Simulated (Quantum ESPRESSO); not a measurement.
# Thickness dependence of 1T-PtSe2, part 5 of 7

What does each added layer of 1T-PtSe2 bring in screening, and what does it do to the gap?

Quantum ESPRESSO 7.5; plane-wave DFT, PBE, GBRV ultrasoft pseudopotentials.

So far. Step 7 (Electrostatic potential, 1 layer): The slope in the vacuum is 0.100 eV/Å for an applied 0.10 V/Å, as it should be. Step 8 (Bands along a path, 1 layer: no field): Along this path the valence top lies near Γ and the conduction bottom between Γ and M.

### 10. Variable-cell relaxation, 2 layers

Level of this step: plane-wave DFT, PBE-D3(BJ), GBRV ultrasoft pseudopotentials (Quantum ESPRESSO 7.5).

System of this step: 1T-PtSe2, 2 layers, AA stacking. The cell holds 6 atoms: 4 Se and 2 Pt. Cell: a = 3.750 Å, b = 3.750 Å, c = 24.835 Å, α = 90.0°, β = 90.0°, γ = 120.0°. It derives from PtSe2. Vacuum lies along c.

File n2.relax.in:

```
&control
  prefix = 'n2.relax'
  outdir = './out'
  pseudo_dir = './pseudo'
  nstep = 50
  forc_conv_thr = 0.0004
  calculation = 'vc-relax'
  etot_conv_thr = 1e-06
/
&system
  ibrav = 0
  nat = 6
  ntyp = 2
  ecutwfc = 50
  ecutrho = 250
  vdw_corr = 'grimme-d3'
  dftd3_version = 4
  occupations = 'smearing'
  smearing = 'fd'
  degauss = 0.004
/
&electrons
  conv_thr = 1e-09
  mixing_beta = 0.4
  electron_maxstep = 120
  mixing_mode = 'plain'
/
&ions
/
&cell
  cell_dofree = '2Dxy'
  press_conv_thr = 0.3
/
ATOMIC_SPECIES
  Se  78.9710  se_pbe_v1.uspp.F.UPF
  Pt  195.0840  pt_pbe_v1.4.uspp.F.UPF
CELL_PARAMETERS angstrom
  3.75000000000000 0.00000000000000 0.00000000000000
  -1.87500000000000 3.24759526419164 0.00000000000000
  0.00000000000000 0.00000000000000 24.83543559098793
ATOMIC_POSITIONS crystal
  Se  0.666666666667 0.333333333333 0.342252905888
  Pt  0.000000000000 0.000000000000 0.387907788549
  Se  0.333333333333 0.666666666667 0.433562671210
  Se  0.666666666667 0.333333333333 0.566437328790
  Pt  0.000000000000 0.000000000000 0.612092211451
  Se  0.333333333333 0.666666666667 0.657747094112
K_POINTS automatic
  12 12 1 0 0 0
```

Launch:

```console
$ OMP_NUM_THREADS=1 mpirun -n 4 pw.x -nk 4 -in n2.relax.in > n2.relax.out
```

The program printed:

```text
[banner, memory and clock lines left out]
Program PWSCF v.7.5 starts

          URL

     Message from routine setup:
     using ibrav=0 with symmetry is DISCOURAGED, use correct ibrav instead

     G-vector sticks info

     bravais-lattice index     =            0
     lattice parameter (alat)  =       7.0865  a.u.
     unit-cell volume          =    2041.0872 (a.u.)^3
     number of atoms/cell      =            6
     number of atomic types    =            2
     number of electrons       =        56.00
     number of Kohn-Sham states=           34
     kinetic-energy cutoff     =      50.0000  Ry
     charge density cutoff     =     250.0000  Ry
     scf convergence threshold =      1.0E-09
     mixing beta               =       0.4000
     number of iterations used =            8  plain     mixing
     energy convergence thresh.=      1.0E-06
     force convergence thresh. =      4.0E-04
     press convergence thresh. =      3.0E-01
     Exchange-correlation=  SLA  PW   PBX  PBC
                           (   1   4   3   4   0   0   0)
     nstep                     =           50

     celldm(1)=   7.086473  celldm(2)=   0.000000  celldm(3)=   0.000000
     celldm(4)=   0.000000  celldm(5)=   0.000000  celldm(6)=   0.000000

     crystal axes: (cart. coord. in units of alat)
               a(1) = (   1.000000   0.000000   0.000000 )
               a(2) = (  -0.500000   0.866025   0.000000 )
               a(3) = (   0.000000   0.000000   6.622783 )

     reciprocal axes: (cart. coord. in units 2 pi/alat)
               b(1) = (  1.000000  0.577350 -0.000000 )
               b(2) = (  0.000000  1.154701  0.000000 )
               b(3) = (  0.000000 -0.000000  0.150994 )

     PseudoPot. # 1 for Se read from file:
     ./pseudo/se_pbe_v1.uspp.F.UPF
     Pseudo is Ultrasoft + core correction, Zval =  6.0
     Generated by new atomic code, or converted to UPF format
     Using radial grid of  877 points,  6 beta functions with:
                l(1) =   0
                l(2) =   0
                l(3) =   1
                l(4) =   1
                l(5) =   2
                l(6) =   2
     Q(r) pseudized with  8 coefficients,  rinner =    1.300   1.300   1.300
                                                       1.300   1.300

     PseudoPot. # 2 for Pt read from file:
     ./pseudo/pt_pbe_v1.4.uspp.F.UPF
     Pseudo is Ultrasoft + core correction, Zval = 16.0
     Generated by new atomic code, or converted to UPF format
     Using radial grid of  985 points,  6 beta functions with:
                l(1) =   0
                l(2) =   0
                l(3) =   1
                l(4) =   1
                l(5) =   2
                l(6) =   2
     Q(r) pseudized with  8 coefficients,  rinner =    1.300   1.300   1.300
                                                       1.300   1.300

     atomic species   valence    mass     pseudopotential
     Se                6.00    78.97100     Se( 1.00)
     Pt               16.00   195.08400     Pt( 1.00)

     12 Sym. Ops., with inversion, found

   Cartesian axes

     site n.     atom                  positions (alat units)
         1        Se     tau(   1) = (   0.5000000   0.2886751   2.2666667  )
         2        Pt     tau(   2) = (   0.0000000   0.0000000   2.5690290  )
         3        Se     tau(   3) = (  -0.0000000   0.5773503   2.8713914  )
         4        Se     tau(   4) = (   0.5000000   0.2886751   3.7513914  )
         5        Pt     tau(   5) = (   0.0000000   0.0000000   4.0537538  )
         6        Se     tau(   6) = (  -0.0000000   0.5773503   4.3561162  )

     DFT-D3 Dispersion Correction (3-body terms):
       Reference C6 values for interpolation:

         atom   Coordination number   C6
         Se         0.000           427.35
         Se         0.990           427.57
         Se         1.981           421.05
         Pt         0.000           782.29
         Pt         1.919           692.72
         Pt         6.667           673.75

       Values used:

         atom   Coordination number  R0_AB[au]  C6      C8
         Se         3.896            3.332    421.05  29958.36
         Pt         6.068            3.168    673.75  70061.90
         Se         3.953            3.332    421.05  29958.36
         Se         3.953            3.332    421.05  29958.36
         Pt         6.068            3.168    673.75  70061.90
         Se         3.896            3.332    421.05  29958.36

         Molecular C6 ( Ry / a.u.^6 ) =     17931.24

     number of k points=    19  Fermi-Dirac smearing, width (Ry)=  0.0040
                       cart. coord. in units 2pi/alat
        k(    1) = (   0.0000000   0.0000000   0.0000000), wk =   0.0138889
        k(    2) = (   0.0000000   0.0962250   0.0000000), wk =   0.0833333
        k(    3) = (   0.0000000   0.1924501   0.0000000), wk =   0.0833333
        k(    4) = (   0.0000000   0.2886751   0.0000000), wk =   0.0833333
        k(    5) = (   0.0000000   0.3849002   0.0000000), wk =   0.0833333
        k(    6) = (   0.0000000   0.4811252   0.0000000), wk =   0.0833333
        k(    7) = (   0.0000000  -0.5773503   0.0000000), wk =   0.0416667
        k(    8) = (   0.0833333   0.1443376   0.0000000), wk =   0.0833333
        k(    9) = (   0.0833333   0.2405626   0.0000000), wk =   0.1666667
        k(   10) = (   0.0833333   0.3367877   0.0000000), wk =   0.1666667
        k(   11) = (   0.0833333   0.4330127   0.0000000), wk =   0.1666667
        k(   12) = (   0.0833333   0.5292377   0.0000000), wk =   0.1666667
        k(   13) = (   0.1666667   0.2886751   0.0000000), wk =   0.0833333
        k(   14) = (   0.1666667   0.3849002   0.0000000), wk =   0.1666667
        k(   15) = (   0.1666667   0.4811252   0.0000000), wk =   0.1666667
        k(   16) = (   0.1666667   0.5773503   0.0000000), wk =   0.0833333
        k(   17) = (   0.2500000   0.4330127   0.0000000), wk =   0.0833333
        k(   18) = (   0.2500000   0.5292377   0.0000000), wk =   0.1666667
        k(   19) = (   0.3333333   0.5773503   0.0000000), wk =   0.0277778

     Dense  grid:   136191 G-vectors     FFT dimensions: (  36,  36, 240)

     Smooth grid:    97471 G-vectors     FFT dimensions: (  32,  32, 216)

     Initial potential from superposition of free atoms

     starting charge      54.9997, renormalised to      56.0000

     negative rho (up, down):  3.664E-01 0.000E+00
     Starting wfcs are   40 randomized atomic wfcs

     per-process dynamical memory:   132.3 Mb

     Self-consistent Calculation

     iteration #  1     ecut=    50.00 Ry     beta= 0.40
[...]
iteration # 10     ecut=    50.00 Ry     beta= 0.40
     Davidson diagonalization with overlap
     ethr =  4.44E-12,  avg # of iterations =  2.0

     negative rho (up, down):  3.438E-01 0.000E+00

     End of self-consistent calculation

          k = 0.0000 0.0000 0.0000 ( 12051 PWs)   bands (ev):

   -52.0741 -52.0741 -52.0741 -52.0741 -51.9992 -51.9992 -13.7260 -13.2813
   -11.8721 -11.2742  -4.9676  -4.5391  -4.5391  -4.5006  -4.5006  -3.9615
    -2.2116  -2.2116  -2.1916  -2.1916  -0.8895  -0.4664  -0.3146   0.3740
     0.3740   0.6664   0.6664   1.3328   3.3244   3.3244   3.8281   3.8281
     5.3274   5.5533

          k = 0.0000 0.0965 0.0000 ( 12067 PWs)   bands (ev):

   -52.0748 -52.0748 -52.0743 -52.0743 -51.9991 -51.9991 -13.6517 -13.2080
   -11.8645 -11.2958  -4.9414  -4.5435  -4.4964  -4.4828  -4.4512  -3.8771
    -2.3336  -2.2886  -2.2788  -2.2426  -0.9641  -0.8043  -0.3191   0.3108
     0.3747   0.5762   0.6751   1.5838   2.8985   3.1935   3.3425   3.7437
     5.5664   5.7768

          k = 0.0000 0.1930 0.0000 ( 12128 PWs)   bands (ev):

   -52.0769 -52.0769 -52.0748 -52.0748 -51.9988 -51.9988 -13.4373 -12.9982
   -11.8440 -11.3569  -4.9153  -4.5148  -4.3822  -4.3416  -4.3189  -3.7106
    -2.7649  -2.6343  -2.4175  -2.3503  -1.3718  -1.2753  -0.1398   0.2733
     0.2901   0.5190   0.6206   1.2613   2.4437   2.7448   2.9656   3.5822
     6.0062   6.1151

          k = 0.0000 0.2895 0.0000 ( 12176 PWs)   bands (ev):

   -52.0797 -52.0797 -52.0755 -52.0755 -51.9984 -51.9983 -13.1112 -12.6854
   -11.8157 -11.4479  -4.9108  -4.4620  -4.2427  -4.1524  -4.0516  -3.8430
    -3.3356  -2.9697  -2.4990  -2.4039  -1.6371  -1.5293  -0.2346  -0.0465
    -0.0019   0.2518   0.3564   0.8885   1.8469   2.8559   2.9328   3.5243
     5.9930   6.4425

          k = 0.0000 0.3860 0.0000 ( 12188 PWs)   bands (ev):

   -52.0825 -52.0825 -52.0762 -52.0762 -51.9980 -51.9979 -12.7284 -12.3345
   -11.7859 -11.5545  -5.0651  -4.7001  -4.2934  -4.1453  -4.0245  -3.7400
    -3.3985  -2.8242  -2.4030  -2.2888  -1.7551  -1.5616  -1.0105  -0.5264
    -0.4815  -0.3064  -0.1276   0.6308   2.1023   2.8778   3.0399   3.5982
     5.8310   6.0056

          k = 0.0000 0.4824 0.0000 ( 12182 PWs)   bands (ev):

   -52.0845 -52.0845 -52.0767 -52.0767 -51.9977 -51.9976 -12.3812 -12.0478
   -11.7648 -11.6561  -5.4801  -5.2227  -4.1401  -4.1136  -3.9708  -3.4118
    -3.1365  -2.7006  -2.0915  -1.9735  -1.8038  -1.5244  -1.4081  -1.2600
    -1.0440  -0.7762  -0.7015   0.1865   2.5468   2.9348   3.1721   3.7005
     5.6475   5.8801

          k =-0.0000-0.5789 0.0000 ( 12234 PWs)   bands (ev):

   -52.0852 -52.0852 -52.0769 -52.0769 -51.9975 -51.9975 -12.2193 -11.9435
   -11.7593 -11.7050  -5.6532  -5.4705  -4.1108  -3.9607  -3.8867  -3.3059
    -3.1564  -2.5904  -1.7951  -1.6884  -1.6796  -1.6352  -1.5285  -1.4904
    -1.3038  -1.1206  -1.0848  -0.0700   2.7196   2.9602   3.2608   3.7441
     5.6070   5.8255

          k = 0.0836 0.1447 0.0000 ( 12138 PWs)   bands (ev):

   -52.0762 -52.0762 -52.0747 -52.0747 -51.9989 -51.9989 -13.5073 -13.0663
   -11.8504 -11.3371  -4.9163  -4.5201  -4.4450  -4.3763  -4.3685  -3.7486
    -2.5104  -2.4938  -2.4219  -2.4123  -1.2291  -1.2097  -0.1931   0.2847
     0.3329   0.5688   0.5953   1.5331   2.4878   2.8238   3.2058   3.3843
     5.8903   6.0205

          k = 0.0836 0.2412 0.0000 ( 12171 PWs)   bands (ev):

   -52.0785 -52.0785 -52.0754 -52.0754 -51.9985 -51.9985 -13.2364 -12.8041
   -11.8259 -11.4130  -4.8963  -4.4558  -4.3021  -4.2498  -4.1564  -3.6712
    -3.0310  -2.8313  -2.6562  -2.5309  -1.5512  -1.4912  -0.1182  -0.0277
     0.2632   0.4319   0.4722   1.0799   2.0635   2.5478   3.1113   3.2368
     6.3209   6.3842

          k = 0.0836 0.3377 0.0000 ( 12185 PWs)   bands (ev):

   -52.0812 -52.0812 -52.0762 -52.0762 -51.9981 -51.9981 -12.8795 -12.4694
   -11.7958 -11.5112  -4.8955  -4.5087  -4.2915  -4.1390  -3.9425  -3.8471
    -3.4371  -2.9045  -2.6853  -2.5130  -1.6884  -1.5797  -0.7068  -0.3711
    -0.1818   0.0482   0.0860   0.8542   1.9945   2.5242   3.1776   3.2768
     6.1290   6.5465

          k = 0.0836 0.4342 0.0000 ( 12191 PWs)   bands (ev):

   -52.0835 -52.0835 -52.0769 -52.0769 -51.9977 -51.9977 -12.5086 -12.1451
   -11.7667 -11.6156  -5.2155  -4.9250  -4.3814  -4.0451  -3.9686  -3.5699
    -3.2001  -2.7865  -2.5167  -2.3636  -1.6977  -1.5389  -1.3784  -0.9517
    -0.8595  -0.4028  -0.3113   0.4858   2.2511   2.8004   3.1981   3.3451
     5.9919   6.1467

          k = 0.0836 0.5307 0.0000 ( 12211 PWs)   bands (ev):

   -52.0848 -52.0848 -52.0773 -52.0773 -51.9975 -51.9975 -12.2374 -11.9480
   -11.7516 -11.6943  -5.5344  -5.3515  -4.2485  -4.0287  -3.7986  -3.2418
    -3.1694  -2.6690  -2.2967  -2.0755  -1.7383  -1.6078  -1.5905  -1.5197
    -1.2452  -0.7148  -0.6218   0.0619   2.5230   2.9151   3.1535   3.5146
     5.8494   6.0645

          k = 0.1671 0.2895 0.0000 ( 12194 PWs)   bands (ev):

   -52.0805 -52.0805 -52.0763 -52.0763 -51.9982 -51.9981 -12.9330 -12.5179
   -11.7989 -11.4956  -4.8297  -4.4682  -4.2096  -4.1944  -4.0118  -3.6775
    -3.3256  -2.9567  -2.9110  -2.7437  -1.6542  -1.5819  -0.5956  -0.3413
     0.0025   0.1282   0.2545   0.8988   2.1815   2.5105   2.5300   3.3716
     6.6712   6.8424

          k = 0.1671 0.3860 0.0000 ( 12198 PWs)   bands (ev):

   -52.0825 -52.0825 -52.0774 -52.0774 -51.9978 -51.9978 -12.5819 -12.2031
   -11.7657 -11.5909  -4.8660  -4.6699  -4.4713  -4.1190  -3.8414  -3.7302
    -3.2777  -3.0004  -2.9359  -2.6956  -1.6352  -1.5643  -1.1423  -0.8210
    -0.5988  -0.3592   0.0572   0.6824   2.0958   2.5783   2.8424   3.2877
     6.4233   6.8817

          k = 0.1671 0.4824 0.0000 ( 12201 PWs)   bands (ev):

   -52.0838 -52.0838 -52.0783 -52.0783 -51.9975 -51.9975 -12.2697 -11.9598
   -11.7341 -11.6758  -5.2108  -5.0515  -4.4350  -4.1179  -3.7168  -3.5268
    -3.0790  -2.9205  -2.7708  -2.6961  -1.6294  -1.6101  -1.5400  -1.2943
    -1.0226  -0.5772  -0.2593   0.3347   2.1929   2.6501   2.9944   3.3139
     6.3044   6.5722

          k = 0.1671 0.5789 0.0000 ( 12224 PWs)   bands (ev):

   -52.0843 -52.0843 -52.0786 -52.0786 -51.9974 -51.9974 -12.1246 -11.8912
   -11.7201 -11.7033  -5.3472  -5.2638  -4.3674  -4.1505  -3.5474  -3.3724
    -3.1748  -2.8500  -2.7732  -2.5011  -1.7455  -1.7406  -1.7025  -1.5203
    -0.9572  -0.6179  -0.3399   0.0458   2.3921   2.5672   2.8747   3.4726
     6.2974   6.4359

          k = 0.2507 0.4342 0.0000 ( 12200 PWs)   bands (ev):

   -52.0831 -52.0831 -52.0790 -52.0789 -51.9975 -51.9975 -12.2845 -11.9664
   -11.7252 -11.6675  -4.9265  -4.8378  -4.5558  -4.0815  -3.9513  -3.6934
    -3.1706  -3.0073  -2.9622  -2.7674  -1.6186  -1.6124  -1.3075  -1.3044
    -0.8047  -0.7298  -0.0992   0.4387   1.9844   2.5133   3.0673   3.1658
     6.3858   7.1710

          k = 0.2507 0.5307 0.0000 ( 12228 PWs)   bands (ev):

   -52.0833 -52.0833 -52.0801 -52.0801 -51.9974 -51.9974 -12.0705 -11.8809
   -11.6906 -11.6856  -5.0282  -4.9781  -4.4881  -4.2040  -3.9416  -3.8637
    -3.0231  -2.8732  -2.8372  -2.7379  -1.8068  -1.7955  -1.7676  -1.2796
    -0.7409  -0.6099  -0.2983   0.1137   2.0382   2.3413   2.9678   3.3466
     6.2906   7.1787

          k = 0.3342 0.5789 0.0000 ( 12228 PWs)   bands (ev):

   -52.0820 -52.0820 -52.0819 -52.0819 -51.9973 -51.9973 -11.9403 -11.9403
   -11.6639 -11.6639  -4.9406  -4.5499  -4.5499  -4.5057  -4.1632  -4.1632
    -2.8358  -2.8358  -2.7355  -2.7355  -2.0589  -1.8876  -1.8849  -1.1467
    -0.5926  -0.5926  -0.1705  -0.1705   2.0621   2.0621   3.1839   3.1839
     6.2322   7.4958

     the Fermi energy is     1.7159 ev

!    total energy              =    -596.13016161 Ry
     estimated scf accuracy    <          4.8E-11 Ry
     smearing contrib. (-TS)   =      -0.00031032 Ry
     internal energy E=F+TS    =    -596.12985130 Ry

     The total energy is F=E-TS. E is the sum of the following terms:
     one-electron contribution =   -2980.27432694 Ry
     hartree contribution      =    1501.57121077 Ry
     xc contribution           =    -232.58166488 Ry
     ewald contribution
[key lines of the parts left out:]
convergence has been achieved in  11 iterations
```

The job ended after 23 min (4 MPI ranks of Arm Neoverse V1, shared host; peak memory 1.1 GiB).

Step by step (22 of 26):

| step | energy less that of the first step (eV) | largest force (eV/Å) | volume (Å³) |
| --- | --- | --- | --- |
| 1 | 0.0000 | 2.1590 | 302.46 |
| 2 | -0.3856 | 1.3514 | 306.95 |
| 3 | -0.5765 | 0.6469 | 309.98 |
| 5 | -0.6517 | 0.0784 | 308.81 |
| 6 | -0.6781 | 0.1416 | 305.76 |
| 7 | -0.7042 | 0.1821 | 301.23 |
| 8 | -0.7174 | 0.1247 | 296.27 |
| 9 | -0.7186 | 0.0731 | 295.94 |
| 11 | -0.7197 | 0.0728 | 296.15 |
| 12 | -0.7204 | 0.0886 | 296.24 |
| 13 | -0.7216 | 0.1054 | 296.37 |
| 14 | -0.7235 | 0.1242 | 296.53 |
| 15 | -0.7264 | 0.1457 | 296.76 |
| 16 | -0.7308 | 0.1701 | 297.09 |
| 18 | -0.7464 | 0.2244 | 298.28 |
| 19 | -0.7567 | 0.2338 | 299.44 |
| 20 | -0.7607 | 0.1750 | 300.96 |
| 21 | -0.7632 | 0.1501 | 300.81 |
| 22 | -0.7659 | 0.0599 | 300.57 |
| 24 | -0.7665 | 0.0021 | 300.27 |
| 25 | -0.7665 | 0.0008 | 300.27 |
| 26 | -0.7662 | 0.0005 | 300.27 |

| cell as run | before | after | change |
| --- | --- | --- | --- |
| a (Å) | 3.750 | 3.736 | -0.4 % |
| b (Å) | 3.750 | 3.736 | -0.4 % |

The atoms that moved most (Å, along periodic axes as changes of fractional coordinates times the final cell, across vacuum about the mean position):

| atom | dx | dy | dz | length |
| --- | --- | --- | --- | --- |
| Se4 | 0.000 | 0.000 | -0.460 | 0.460 |
| Se3 | 0.000 | 0.000 | 0.460 | 0.460 |
| Pt2 | 0.000 | 0.000 | 0.306 | 0.306 |
| Pt5 | 0.000 | 0.000 | -0.306 | 0.306 |
| Se1 | 0.000 | 0.000 | 0.121 | 0.121 |
| Se6 | 0.000 | 0.000 | -0.121 | 0.121 |

Final coordinates:

```xyz
6
Lattice="3.7364 0.0000 0.0000 -1.8682 3.2358 0.0000 0.0000 0.0000 24.8354" Properties=species:S:1:pos:R:3
Se    1.8682    1.0786    8.6208
Pt    0.0000    0.0000    9.9403
Se    0.0000    2.1572   11.2276
Se    1.8682    1.0786   13.6078
Pt    0.0000    0.0000   14.8952
Se    0.0000    2.1572   16.2146
```

 The last row is no step: it is a fresh SCF in the final cell with a new plane-wave basis, +0 meV from the row before.

Numbers from this step:

- free energy: -8110.7671 eV
- energy at zero smearing: -8110.7649 eV
- Fermi energy: 1.719 eV

[end of part 5 of 7]

[Logs are printed without paths, hosts, clocks, repeated set-up lines and the standing remarks that a program may print on its own settings, such as how far it seeks lower states.]

[Hosts, paths, dates, database ids (printed as entryN), source tags and the programs' standing remarks are cut or masked in the printed files.]

[Maps of the electrostatic potential energy from Ansatz leave out the sawtooth potential of an applied field or a dipole correction, so their vacuum need not be flat; planar profiles and work functions include it.]
